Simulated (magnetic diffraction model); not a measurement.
**Solving a magnetic structure from powder neutron data: Tm2Mo3Pb4**

Space group P2_1/c (no. 14), a = 7.6490 Å, b = 7.5650 Å, c = 7.7160 Å, β = 108.03°.

| site | atom | x | y | z |
| --- | --- | --- | --- | --- |
| 4e | Pb | 0.5018 | 0.3705 | 0.6308 |
| 4e | Pb | 0.9139 | 0.9429 | 0.6273 |
| 4e | Tm | 0.8103 | 0.1622 | 0.9287 |
| 4e | Mo | 0.7484 | 0.6701 | 0.7548 |
| 2d | Mo | 1/2 | 0 | 1/2 |

The compound is invented for this exercise: a known structure type with other elements, its cell scaled to their sizes and not relaxed.

Only Tm is taken to order (form factors of Tm3+); orders and moment sizes are assumed, and not adapted to the symmetry. Radiation: neutrons of λ = 2.41 Å, 8° to 45°; isotropic B of 0.14 Å² (Pb), 0.12 Å² (Tm) and 0.16 Å² (Mo). The intensities are simulated: I ∝ L Σ (|F_N|² + |F_M⊥|²) for unpolarised neutrons, with F_M = 2.695 fm/μB × Σ f(s) S exp(2πi Q·r) exp(−B s²) at Q = H ± k (one set where k and −k are equivalent), only the part normal to Q counting and L = 1/(sin²θ cos θ). For collinear order S is the moment m, which repeats by lattice and centring translations R with the sign exp(−2πi k·R). Form factors are spin-only for 3d ions and dipole or tabulated for f ions, scattering lengths are Sears's of 1992, and absorption is left out. A label names one of the reflections at its angle. The strongest nuclear line in the range is 100, and lines under 0.2 are left out.

Above the ordering temperature:

| 2θ (°) | index | I |
| --- | --- | --- |
| 19.07 | (1 0 0) | 18.5 |
| 26.45 | (0 1 1) | 14.5 |
| 26.57 | (1 1 0) | 15.4 |
| 29.06 | (1 1 -1) | 46.0 |
| 36.22 | (1 1 1) | 100.0 |
| 37.15 | (0 2 0) | 10.9 |
| 37.18 | (1 0 -2) | 0.4 |
| 38.70 | (2 0 0) | 29.5 |
| 41.76 | (1 1 -2) | 7.1 |
| 42.00 | (2 1 -1) | 12.9 |
| 42.01 | (0 2 1) | 15.3 |
| 42.09 | (1 2 0) | 7.9 |
| 42.82 | (0 1 2) | 1.2 |
| 43.14 | (2 1 0) | 2.4 |
| 43.79 | (1 2 -1) | 23.1 |

Below it (cell unchanged):

```csv
2θ (°),I
11.12,198.9
15.34,0.3
19.07,18.5
21.49,49.1
23.99,253.6
26.45,14.5
26.57,15.4
27.11,59.0
29.06,46.0
32.90,56.3
32.92,60.8
33.10,21.2
33.12,23.7
33.81,2.6
36.22,100.0
37.15,10.9
37.18,0.4
37.92,23.6
38.09,6.2
38.70,29.5
38.73,49.0
38.90,87.3
41.76,7.1
42.00,12.9
42.01,15.3
42.09,7.9
42.82,1.2
43.14,2.4
43.79,23.1
```

**Question.** Find the propagation vector, then choose among these models:
A. collinear moments along [100], 4.1 μB on Tm; signs + at (0.8103, 0.1622, 0.9287), + at (0.1897, 0.6622, 0.5713), − at (0.1897, 0.8378, 0.0713), − at (0.8103, 0.3378, 0.4287)
B. collinear moments along [010], 4.1 μB on Tm; signs + at (0.8103, 0.1622, 0.9287), + at (0.1897, 0.6622, 0.5713), − at (0.1897, 0.8378, 0.0713), − at (0.8103, 0.3378, 0.4287)
C. collinear moments along [100], 4.1 μB on Tm; signs + at (0.8103, 0.1622, 0.9287), − at (0.1897, 0.6622, 0.5713), + at (0.1897, 0.8378, 0.0713), − at (0.8103, 0.3378, 0.4287)
D. collinear moments along [010], 4.1 μB on Tm; signs + at (0.8103, 0.1622, 0.9287), − at (0.1897, 0.6622, 0.5713), + at (0.1897, 0.8378, 0.0713), − at (0.8103, 0.3378, 0.4287)

The new lines index as (1/2 0 -1/2) at 11.12°, (1/2 1 -1/2) at 21.49°, (1/2 1 1/2) at 23.99° and (1/2 0 -3/2) at 27.11°, that is as H ± k with k = (1/2 0 1/2). Half indices mean that the moments reverse under translations with k·R a half-integer, and the magnetic cell has twice the primitive volume.

Magnetic intensity, observed (below minus above) and for each model:

| 2θ (°) | index | observed | A | B | C | D |
| --- | --- | --- | --- | --- | --- | --- |
| 11.12 | (1/2 0 -1/2) | 198.9 | 198.9 | 585.7 | 38.3 | 112.7 |
| 15.34 | (1/2 0 1/2) | 0.3 | 0.3 | 0.4 | 238.3 | 365.6 |
| 21.49 | (1/2 1 -1/2) | 49.1 | 49.1 | 16.2 | 255.2 | 84.0 |
| 23.99 | (1/2 1 1/2) | 253.6 | 253.6 | 122.1 | 0.3 | <0.2 |
| 38.09 | (3/2 1 1/2) | 6.2 | 6.2 | 10.0 | 48.5 | 77.7 |
| 38.73 | (3/2 1 -3/2) | 49.0 | 49.0 | 76.6 | 5.8 | 9.0 |
| 38.90 | (1/2 2 -1/2) | 87.3 | 87.3 | 7.8 | 16.8 | 1.5 |
| 40.41 | (1/2 2 1/2) | <0.2 | <0.2 | <0.2 | 96.5 | 15.2 |

Model A matches.

The structure used: k = (1/2 0 1/2), collinear moments along [100], 4.1 μB on Tm; signs + at (0.8103, 0.1622, 0.9287), + at (0.1897, 0.6622, 0.5713), − at (0.1897, 0.8378, 0.0713), − at (0.8103, 0.3378, 0.4287).

[Logs are printed without paths, hosts, clocks, repeated set-up lines and the standing remarks that a program may print on its own settings, such as how far it seeks lower states.]
